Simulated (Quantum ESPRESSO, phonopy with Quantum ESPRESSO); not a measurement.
# NaI (Fm-3m): a volume series of phonon spectra

Wanted: mode Grüneisen parameters of NaI and a free-energy fit over volumes.

What experiment has found for this phase:
- volume expansion coefficient 135 1e-6/K near room temperature (given in “Descriptors for thermal expansion in solids”, 2017, arXiv:1701.03966)

Calculated with Quantum ESPRESSO 7.5; DFT PBE+D3(BJ), scalar-relativistic, plane waves, GBRV ultrasoft pseudopotentials.

Most raw output is cut from this account.

### Step 1. The structure

It takes space group Fm-3m (No. 225, cubic). The conventional cell has a = 6.473 Å, b = 6.473 Å, c = 6.473 Å, α = 90.00°, β = 90.00°, γ = 90.00°. Na has 6 I at 3.24 Å nearest. Nearest to I lie 6 Na at 3.24 Å. Farther neighbours and most contacts between anions are not listed.

### Step 2. A first coarse run

Before spending time, one coarse run tells the gap and the pressure of the starting cell.

Input file probe.in:

```
&control
   calculation = 'scf'
   prefix = 'x'
   outdir = './tmp'
   pseudo_dir = './pseudo'
   tprnfor = .true.
   tstress = .true.
   verbosity = 'high'
/
&system
   ibrav = 0
   nat = 2
   ntyp = 2
   ecutwfc = 45.0
   ecutrho = 270.0
   occupations = 'smearing'
   smearing = 'gaussian'
   degauss = 0.01
   vdw_corr = 'grimme-d3'
   dftd3_version = 4
   dftd3_threebody = .false.
/
&electrons
   conv_thr = 1.0d-07
   mixing_beta = 0.7
   electron_maxstep = 100
/
ATOMIC_SPECIES
 Na     22.9898  Na.upf
 I     126.9045  I.upf
CELL_PARAMETERS angstrom
     0.000000000    3.236400000    3.236400000
     3.236400000    0.000000000    3.236400000
     3.236400000    3.236400000    0.000000000
ATOMIC_POSITIONS crystal
 Na     0.000000000   0.000000000   0.000000000
 I      0.500000000   0.500000000   0.500000000
K_POINTS automatic
 6 6 6 0 0 0
```

Run with:

```console
> OMP_NUM_THREADS=1 mpirun -n 8 pw.x -nk 8 -in probe.in > probe.out
```

The job ended after 2.7 s (8 MPI ranks of Arm Neoverse V1, shared host).

This step gave:

```yaml
volume_per_atom: 33.90 Å³
pressure: -0.8490 GPa
gap_on_the_k_mesh: 3.640 eV
```

The start is under -0.85 GPa at this level and looks like an insulator or semiconductor on this mesh.

### Step 3. Finding the static equilibrium

Phonons are second derivatives about a minimum, so cell and atoms are relaxed first, inside the symmetry of the start.

Input file relax.in:

```
&control
   calculation = 'vc-relax'
   prefix = 'x'
   outdir = './tmp'
   pseudo_dir = './pseudo'
   tprnfor = .true.
   tstress = .true.
   forc_conv_thr = 2.0d-05
   etot_conv_thr = 1.0d-07
   nstep = 40
/
&system
   ibrav = 0
   nat = 2
   ntyp = 2
   ecutwfc = 45.0
   ecutrho = 270.0
   occupations = 'fixed'
   nbnd = 10
   vdw_corr = 'grimme-d3'
   dftd3_version = 4
   dftd3_threebody = .false.
/
&electrons
   conv_thr = 1.0d-11
   mixing_beta = 0.7
   electron_maxstep = 100
/
&ions
/
&cell
   press_conv_thr = 0.1
/
ATOMIC_SPECIES
 Na     22.9898  Na.upf
 I     126.9045  I.upf
CELL_PARAMETERS angstrom
     0.000000000    3.236400000    3.236400000
     3.236400000    0.000000000    3.236400000
     3.236400000    3.236400000    0.000000000
ATOMIC_POSITIONS crystal
 Na     0.000000000   0.000000000   0.000000000
 I      0.500000000   0.500000000   0.500000000
K_POINTS automatic
 6 6 6 0 0 0
```

Run with:

```console
> OMP_NUM_THREADS=1 mpirun -n 8 pw.x -nk 8 -in relax.in > relax.out
```

Wall time 16 s (8 MPI ranks); 2.1 min of CPU time.

Step by step:

```tsv
step	energy less that of the first step (eV)	largest force (eV/Å)	volume (Å³)
1	0.0000	0.0000	67.80
2	-0.0015	0.0000	67.51
3	-0.0035	0.0000	67.07
4	-0.0060	0.0000	66.42
5	-0.0084	0.0000	65.45
6	-0.0092	0.0000	64.41
7	-0.0092	0.0000	64.47
8	-0.0092	0.0000	64.47
9	-0.0088	0.0000	64.47
```

```tsv
conventional cell, symmetrised	before	after	change
a (Å)	6.473	6.365	-1.7 %
b (Å)	6.473	6.365	-1.7 %
c (Å)	6.473	6.365	-1.7 %
volume (Å³/atom)	33.90	32.23	-4.9 %
```

The relaxed structure:

```
Na I
1.0
     0.00000    3.18255    3.18255
     3.18255    0.00000    3.18255
     3.18255    3.18255    0.00000
Na I
1 1
Direct
  0.00000 0.00000 0.00000
  0.50000 0.50000 0.50000
```

This step gave:

- volume per atom: 32.23 Å³
- pressure: -0.002 GPa
- gap on the k-mesh: 3.780 eV

After the last step pw.x solved the final cell once more on a basis chosen for it, which moves the energy without moving the atoms.

### Step 4. Self-consistent run

A tight ground state at this cell gives the energy of this member; its pressure is the stress at this cutoff, which can carry an offset from the finite basis.

Input file scf.in:

```
&control
   calculation = 'scf'
   prefix = 'x'
   outdir = './tmp'
   pseudo_dir = './pseudo'
   tprnfor = .true.
   tstress = .true.
/
&system
   ibrav = 0
   nat = 2
   ntyp = 2
   ecutwfc = 45.0
   ecutrho = 270.0
   occupations = 'fixed'
   nbnd = 10
   vdw_corr = 'grimme-d3'
   dftd3_version = 4
   dftd3_threebody = .false.
/
&electrons
   conv_thr = 1.0d-12
   mixing_beta = 0.7
   electron_maxstep = 100
/
ATOMIC_SPECIES
 Na     22.9898  Na.upf
 I     126.9045  I.upf
CELL_PARAMETERS angstrom
     0.000000000    3.182552446    3.182552446
     3.182552446    0.000000000    3.182552446
     3.182552446    3.182552446    0.000000000
ATOMIC_POSITIONS crystal
 Na     0.000000000   0.000000000   0.000000000
 I      0.500000000   0.500000000   0.500000000
K_POINTS automatic
 6 6 6 0 0 0
```

Run with:

```console
> OMP_NUM_THREADS=1 mpirun -n 8 pw.x -nk 8 -in scf.in > scf.out
```

Wall time 3.2 s (8 MPI ranks).

On a basis chosen for the relaxed cell the pressure is -0.002 GPa, small enough for phonons.

### Step 5. Ph1.000 field d3hess

Input file d3hess.in:

```
&input
   prefix = 'x'
   outdir = './tmp'
   step = 0.001
/
```

Run with:

```console
> d3hess.x -in d3hess.in > d3hess.out
```

The job ended after 1.6 s (1 thread).

### Step 6. Zone-centre response

In a polar crystal the Born charges and ε∞ give the long-range dipole term that a finite supercell misses. They are those of this k-mesh and were not tested on a denser one; where the gap is small they converge slowly, and the LO modes with them.

Input file ph.in:

```
phonons
&inputph
   prefix = 'x'
   outdir = './tmp'
   fildyn = 'x.dyn'
   tr2_ph = 1.0d-18
   epsil = .true.
/
0.000000000 0.000000000 0.000000000
```

scf.in is that of step 4.

Run with:

```console
> OMP_NUM_THREADS=1 mpirun -n 8 ph.x -nk 8 -in ph.in > ph.out
```

Wall time 51 s (8 MPI ranks).

This step gave:

```
Γ frequencies : 2.91, 2.91, 2.91, 128.1, 128.1, 128.1 cm⁻¹ (negative: imaginary)
Γ symmetry    : T_1u G_15 G_4- I, T_1u G_15 G_4- I, T_1u G_15 G_4- I, T_1u G_15 G_4- I, T_1u G_15 G_4- I, T_1u G_15 G_4- I
```

ε∞:

```
3.49 0.00 0.00
0.00 3.49 0.00
0.00 0.00 3.49
```

Born charge (rows field, columns displacement), before the sum rule (e), principal values of the symmetric part by kind of site:

```tsv
atom	atoms with these values	low	middle	high	mean
Na1	1	1.18	1.18	1.18	1.18
I2	1	-1.19	-1.19	-1.19	-1.19
```

In full for Na1:

```
1.18 0.00 0.00
0.00 1.18 0.00
0.00 0.00 1.18
```

The Born charges sum to zero within 0.0096 e; the rest is removed before use. Acoustic frequencies in this log differ from zero by the error of the sum rule, which ph.x does not impose.

### Step 7. A displaced supercell

One atom (for the harmonic constants) or a pair of atoms (for the cubic ones) is moved by a few hundredths of an ångström; the forces on all atoms give a column of force constants. The threshold is tight because the forces are small.

System of this step: NaI. The structure is orthorhombic, space group Imm2 (No. 44). The conventional cell has a = 9.002 Å, b = 12.730 Å, c = 9.002 Å, α = 90.00°, β = 90.00°, γ = 90.00°. Na has 6 I at 3.17 to 3.20 Å nearest. Na has 6 I at 3.18 Å nearest. Nearest to Na lie 6 I at 3.18 Å. I has 6 Na at 3.18 Å nearest. Farther neighbours and most contacts between anions are not listed.

Input file disp-00001.in:

```
&control
   calculation = 'scf'
   prefix = 'x'
   outdir = './tmp'
   pseudo_dir = './pseudo'
   tprnfor = .true.
   disk_io = 'none'
/
&system
   ibrav = 0
   nat = 16
   ntyp = 2
   ecutwfc = 45.0
   ecutrho = 270.0
   occupations = 'fixed'
   nbnd = 66
   vdw_corr = 'grimme-d3'
   dftd3_version = 4
   dftd3_threebody = .false.
/
&electrons
   conv_thr = 1.0d-11
   mixing_beta = 0.7
   electron_maxstep = 100
/
ATOMIC_SPECIES
 Na     22.9898  Na.upf
 I     126.9045  I.upf
CELL_PARAMETERS angstrom
     0.000000000    6.365104892    6.365104892
     6.365104892    0.000000000    6.365104892
     6.365104892    6.365104892    0.000000000
ATOMIC_POSITIONS crystal
 Na     0.002221823   0.000000000   0.000000000
 Na     0.500000000   0.000000000   0.000000000
 Na     0.000000000   0.500000000   0.000000000
 Na     0.500000000   0.500000000   0.000000000
 Na     0.000000000   0.000000000   0.500000000
 Na     0.500000000   0.000000000   0.500000000
 Na     0.000000000   0.500000000   0.500000000
 Na     0.500000000   0.500000000   0.500000000
 I      0.250000000   0.250000000   0.250000000
 I      0.750000000   0.250000000   0.250000000
 I      0.250000000   0.750000000   0.250000000
 I      0.750000000   0.750000000   0.250000000
 I      0.250000000   0.250000000   0.750000000
 I      0.750000000   0.250000000   0.750000000
 I      0.250000000   0.750000000   0.750000000
 I      0.750000000   0.750000000   0.750000000
K_POINTS automatic
 3 3 3 0 0 0
```

Run with:

```console
> OMP_NUM_THREADS=1 mpirun -n 4 pw.x -nk 4 -in disp-00001.in > disp-00001.out
```

Wall time 2.5 min (4 MPI ranks).

At this level the gap is 3.78 eV on the k-mesh of the self-consistent run, which can miss the band edges.

### Step 8. A displaced supercell

disp-00002.in, as its differences from disp-00001.in of step 7:

```diff
@@ -33,3 +33,3 @@
 ATOMIC_POSITIONS crystal
- Na     0.002221823   0.000000000   0.000000000
+ Na     0.000000000   0.000000000   0.000000000
  Na     0.500000000   0.000000000   0.000000000
@@ -41,3 +41,3 @@
  Na     0.500000000   0.500000000   0.500000000
- I      0.250000000   0.250000000   0.250000000
+ I      0.252221823   0.250000000   0.250000000
  I      0.750000000   0.250000000   0.250000000
```

Run with:

```console
> OMP_NUM_THREADS=1 mpirun -n 4 pw.x -nk 4 -in disp-00002.in > disp-00002.out
```

Run time: 2.6 min. Hardware: 4 MPI ranks.

### Step 9. Lattice dynamics at this volume, V/V0 1

This step: DFT PBE+D3(BJ), scalar-relativistic, plane waves, GBRV ultrasoft pseudopotentials (phonopy with Quantum ESPRESSO 4.10.0 / 7.5).

Run time: 2.6 min. Hardware: 8 threads; 21 min of CPU time.

This step gave:

```
point group                              : m-3m
highest frequency                        : 179.9 cm⁻¹
Debye temperature from the second moment : 200 K
lowest frequency on the path             : 0 cm⁻¹
zero-point energy                        : 0.03617 eV/cell
Γ frequencies                            : 0, 0, 0, 128.2, 128.2, 128.2 cm⁻¹ (negative: imaginary)
```

Phonopy, LO-TO term from ph.x's tensors. Phonon branches along the path, in cm⁻¹:

```tsv
point	branch 1	branch 2	branch 3	branch 4	branch 5	branch 6
Γ	0	0	0	128	128	180
halfway	30	30	72	136	136	155
X	38	38	59	134	134	141
halfway	40	47	58	132	137	141
U	46	54	63	128	143	144
jump to K	46	54	63	128	143	144
halfway	34	51	68	118	140	171
Γ	0	0	0	128	128	180
halfway	40	40	58	126	126	180
L	56	56	83	124	124	180
halfway	53	55	74	125	134	163
W	50	50	66	131	141	141
halfway	42	53	57	133	137	142
X	38	38	59	134	134	141
```

Harmonic. Thermo, by row:

```tsv
T (K)	F_vib (meV/atom)	S (J/mol-atom/K)	C_V (J/mol-atom/K)
0	18.08	0	0
50	16.2	9.926	13.96
100	7.73	22.17	20.78
150	-6.19	31.07	22.9
200	-24.11	37.79	23.75
250	-45.13	43.14	24.16
300	-68.66	47.57	24.4
350	-94.32	51.34	24.54
400	-121.8	54.63	24.63
450	-150.9	57.53	24.69
500	-181.4	60.13	24.74
550	-213.2	62.49	24.77
600	-246.1	64.65	24.8
650	-280.1	66.64	24.82
700	-315.1	68.48	24.84
750	-351.1	70.19	24.85
800	-387.9	71.8	24.86
850	-425.5	73.3	24.87
900	-463.8	74.72	24.88
950	-502.9	76.07	24.88
1000	-542.7	77.35	24.89
```

Phonopy on the run's constants, 15x15x15 mesh, Gaussian sigma 2.0 cm⁻¹. Table of modes by wavenumber; read off at these points; values in 1/cm⁻¹/cell:

```tsv
wavenumber (cm⁻¹)	I	Na
-5.0	8.5e-6	0
0.0	1.5e-4	2.8e-5
5.0	7.1e-5	1.6e-5
10.0	0.00125	2.2e-4
15.0	0.00196	3.3e-4
20.0	0.00512	8.3e-4
25.0	0.00812	0.00126
30.0	0.0147	0.00217
35.0	0.0271	0.00401
40.0	0.0507	0.00754
45.0	0.0618	0.00805
50.0	0.0766	0.00787
55.0	0.110	0.00667
55.8	0.111	0.00636
60.0	0.0351	0.00292
65.0	0.0332	0.00257
70.0	0.0525	0.00289
72.6	0.0658	0.00296
75.0	0.0562	0.00203
80.0	0.0142	3.5e-4
85.0	7.9e-4	7.7e-6
90.0	0	0
95.0	0	0
100.0	0	0
105.0	0	0
110.0	0	0
115.0	4.4e-5	0.00280
120.0	0.00154	0.0424
125.0	0.00621	0.0867
130.0	0.00959	0.0841
135.0	0.0122	0.0825
135.9	0.0123	0.0812
140.0	0.00964	0.0619
145.0	0.00361	0.0298
150.0	0.00123	0.0213
155.0	8.1e-4	0.0220
160.0	7.5e-4	0.0271
165.0	6.7e-4	0.0227
170.0	9.9e-4	0.0246
175.0	0.00153	0.0272
180.0	8.7e-4	0.0126
185.0	9.2e-6	1.3e-4
190.0	0	0
```

No LO-TO term. The modes at Γ (shares of kinetic energy by element, %):

```tsv
mode	frequency (cm⁻¹)	symmetry	Na %	I %
1	0.0	T1u	15	85
2	0.0	T1u	15	85
3	0.0	T1u	15	85
4	128.2	T1u	85	15
5	128.2	T1u	85	15
6	128.2	T1u	85	15
```

Displacements in mode 6 (128.2 cm⁻¹), the largest set to 1:
```
Na1  0.00  1.00  0.00
I2   0.00 -0.18  0.00
```

No mode is imaginary beyond numerical noise along the path.

The time given is that of the 2 pw.x runs on displaced cells behind this step.

The supercell is 7.3 Å across at its narrowest and was not tested against a larger one: only its own wavevectors are exact, and acoustic branches between them, with the entropy at low temperature, can be off.

### Step 10. Ground state at this cell, V/V0 1.02

This step: DFT PBE+D3(BJ), scalar-relativistic, plane waves, GBRV ultrasoft pseudopotentials (Quantum ESPRESSO 7.5).

System of this step: NaI. The structure is cubic, space group Fm-3m (No. 225). The conventional cell has a = 6.407 Å, b = 6.407 Å, c = 6.407 Å, α = 90.00°, β = 90.00°, γ = 90.00°. Na has 6 I at 3.20 Å nearest. Nearest to I lie 6 Na at 3.20 Å. Farther neighbours and most contacts between anions are not listed.

scf.in, as its differences from that of step 6:

```diff
@@ -29,5 +29,5 @@
 CELL_PARAMETERS angstrom
-     0.000000000    3.182552446    3.182552446
-     3.182552446    0.000000000    3.182552446
-     3.182552446    3.182552446    0.000000000
+     0.000000000    3.203629567    3.203629567
+     3.203629567    0.000000000    3.203629567
+     3.203629567    3.203629567    0.000000000
 ATOMIC_POSITIONS crystal
```

Run with:

```console
> OMP_NUM_THREADS=1 mpirun -n 8 pw.x -nk 8 -in scf.in > scf.out
```

It took 3.5 s on 8 MPI ranks; 27 s of CPU time.

At this level the gap is 3.72 eV on the k-mesh of the self-consistent run, which can miss the band edges.

### Step 11. Ph1.020 field d3hess

d3hess.in is that of step 5.

Run with:

```console
> d3hess.x -in d3hess.in > d3hess.out
```

The job ended after 1.6 s (1 thread).

### Step 12. Zone-centre response

ph.in is that of step 6.

scf.in is that of step 10.

Run with:

```console
> OMP_NUM_THREADS=1 mpirun -n 8 ph.x -nk 8 -in ph.in > ph.out
```

It took 51 s on 8 MPI ranks; 6.7 min of CPU time.

ε∞:

```
3.46 0.00 0.00
0.00 3.46 0.00
0.00 0.00 3.46
```

The Born charges sum to zero within 0.0090 e; the rest is removed before use. Acoustic frequencies in this log differ from zero by the error of the sum rule, which ph.x does not impose.

### Step 13. A displaced supercell

System of this step: NaI. Symmetry: Imm2, No. 44, orthorhombic system. Conventional cell: a = 9.061 Å, b = 12.815 Å, c = 9.061 Å, α = 90.00°, β = 90.00°, γ = 90.00°. Nearest to Na lie 6 I at 3.19 to 3.22 Å. Nearest to Na lie 6 I at 3.20 Å. Nearest to I lie 6 Na at 3.20 Å. Farther neighbours and most contacts between anions are not listed.

disp-00001.in, as its differences from that of step 7:

```diff
@@ -29,7 +29,7 @@
 CELL_PARAMETERS angstrom
-     0.000000000    6.365104892    6.365104892
-     6.365104892    0.000000000    6.365104892
-     6.365104892    6.365104892    0.000000000
+     0.000000000    6.407259133    6.407259133
+     6.407259133    0.000000000    6.407259133
+     6.407259133    6.407259133    0.000000000
 ATOMIC_POSITIONS crystal
- Na     0.002221823   0.000000000   0.000000000
+ Na     0.002207205   0.000000000   0.000000000
  Na     0.500000000   0.000000000   0.000000000
```

Run with:

```console
> OMP_NUM_THREADS=1 mpirun -n 4 pw.x -nk 4 -in disp-00001.in > disp-00001.out
```

Wall time 2.3 min (4 MPI ranks).

### Step 14. Phonons, V/V0 1.02

This step: DFT PBE+D3(BJ), scalar-relativistic, plane waves, GBRV ultrasoft pseudopotentials (phonopy with Quantum ESPRESSO 4.10.0 / 7.5).

Wall time 2.5 min (8 threads).

No mode is imaginary beyond numerical noise along the path. The highest zone-centre mode (no LO–TO term) moved by -4.9 % for a volume change of +2.0 %.

The time given is that of the 2 pw.x runs on displaced cells behind this step.

### Step 15. Self-consistent run, V/V0 0.98

This step: DFT PBE+D3(BJ), scalar-relativistic, plane waves, GBRV ultrasoft pseudopotentials (Quantum ESPRESSO 7.5).

System of this step: NaI. It takes space group Fm-3m (No. 225, cubic). Conventional cell: a = 6.322 Å, b = 6.322 Å, c = 6.322 Å, α = 90.00°, β = 90.00°, γ = 90.00°. Nearest to Na lie 6 I at 3.16 Å. Nearest to I lie 6 Na at 3.16 Å. Farther neighbours and most contacts between anions are not listed.

scf.in, as its differences from that of step 12:

```diff
@@ -29,5 +29,5 @@
 CELL_PARAMETERS angstrom
-     0.000000000    3.203629567    3.203629567
-     3.203629567    0.000000000    3.203629567
-     3.203629567    3.203629567    0.000000000
+     0.000000000    3.161192390    3.161192390
+     3.161192390    0.000000000    3.161192390
+     3.161192390    3.161192390    0.000000000
 ATOMIC_POSITIONS crystal
```

Run with:

```console
> OMP_NUM_THREADS=1 mpirun -n 8 pw.x -nk 8 -in scf.in > scf.out
```

The job ended after 3.1 s (8 MPI ranks; 24 s of CPU time).

The run ends at a pressure of 0.40 GPa.

### Step 16. Ph0.980 field d3hess

d3hess.in is that of step 11.

Run with:

```console
> d3hess.x -in d3hess.in > d3hess.out
```

Run time: 1.5 s. Hardware: 1 thread.

### Step 17. Born charges and dielectric tensor

ph.in is that of step 12.

scf.in is that of step 15.

Run with:

```console
> OMP_NUM_THREADS=1 mpirun -n 8 ph.x -nk 8 -in ph.in > ph.out
```

It took 46 s on 8 MPI ranks; 6.1 min of CPU time.

ε∞:

```
3.53 0.00 0.00
0.00 3.53 0.00
0.00 0.00 3.53
```

The Born charges sum to zero within 0.010 e; the rest is removed before use. Acoustic frequencies in this log differ from zero by the error of the sum rule, which ph.x does not impose.

### Step 18. A displaced supercell

System of this step: NaI. It takes space group Imm2 (No. 44, orthorhombic). The conventional cell has a = 8.941 Å, b = 12.645 Å, c = 8.941 Å, α = 90.00°, β = 90.00°, γ = 90.00°. Nearest to Na lie 6 I at 3.15 to 3.18 Å. Nearest to Na lie 6 I at 3.16 Å. I has 6 Na at 3.16 Å nearest. Farther neighbours and most contacts between anions are not listed.

disp-00001.in, as its differences from that of step 13:

```diff
@@ -29,7 +29,7 @@
 CELL_PARAMETERS angstrom
-     0.000000000    6.407259133    6.407259133
-     6.407259133    0.000000000    6.407259133
-     6.407259133    6.407259133    0.000000000
+     0.000000000    6.322384780    6.322384780
+     6.322384780    0.000000000    6.322384780
+     6.322384780    6.322384780    0.000000000
 ATOMIC_POSITIONS crystal
- Na     0.002207205   0.000000000   0.000000000
+ Na     0.002236836   0.000000000   0.000000000
  Na     0.500000000   0.000000000   0.000000000
```

Run with:

```console
> OMP_NUM_THREADS=1 mpirun -n 4 pw.x -nk 4 -in disp-00001.in > disp-00001.out
```

Run time: 2.5 min. Hardware: 4 MPI ranks; 9.9 min of CPU time.

### Step 19. Phonons, V/V0 0.98

This step: DFT PBE+D3(BJ), scalar-relativistic, plane waves, GBRV ultrasoft pseudopotentials (phonopy with Quantum ESPRESSO 4.10.0 / 7.5).

Wall time 2.5 min (8 threads).

No mode is imaginary beyond numerical noise along the path. The highest zone-centre mode (no LO–TO term) moved by +5.1 % for a volume change of -2.0 %.

The time given is that of the 2 pw.x runs on displaced cells behind this step.

### Step 20. Ground state at this cell, V/V0 1.04

This step: DFT PBE+D3(BJ), scalar-relativistic, plane waves, GBRV ultrasoft pseudopotentials (Quantum ESPRESSO 7.5).

System of this step: NaI. Symmetry: Fm-3m, No. 225, cubic system. The conventional cell has a = 6.449 Å, b = 6.449 Å, c = 6.449 Å, α = 90.00°, β = 90.00°, γ = 90.00°. Nearest to Na lie 6 I at 3.22 Å. Nearest to I lie 6 Na at 3.22 Å. Farther neighbours and most contacts between anions are not listed.

scf.in, as its differences from that of step 17:

```diff
@@ -29,5 +29,5 @@
 CELL_PARAMETERS angstrom
-     0.000000000    3.161192390    3.161192390
-     3.161192390    0.000000000    3.161192390
-     3.161192390    3.161192390    0.000000000
+     0.000000000    3.224432939    3.224432939
+     3.224432939    0.000000000    3.224432939
+     3.224432939    3.224432939    0.000000000
 ATOMIC_POSITIONS crystal
```

Run with:

```console
> OMP_NUM_THREADS=1 mpirun -n 8 pw.x -nk 8 -in scf.in > scf.out
```

Run time: 3.4 s. Hardware: 8 MPI ranks; 26 s of CPU time.

The run ends at a pressure of -0.68 GPa.

### Step 21. Ph1.040 field d3hess

d3hess.in is that of step 16.

Run with:

```console
> d3hess.x -in d3hess.in > d3hess.out
```

The job ended after 1.5 s (1 thread).

(Part 1 of 2 ends here.)

[Logs are printed without paths, hosts, clocks, repeated set-up lines and the standing remarks that a program may print on its own settings, such as how far it seeks lower states.]

[Hosts, paths, dates, database ids (printed as entryN), source tags and the programs' standing remarks are cut or masked in the printed files.]

[A step with changed settings may run another functional than the one named; its input shows which.]

[Of the runs on displaced cells, only some may be shown.]
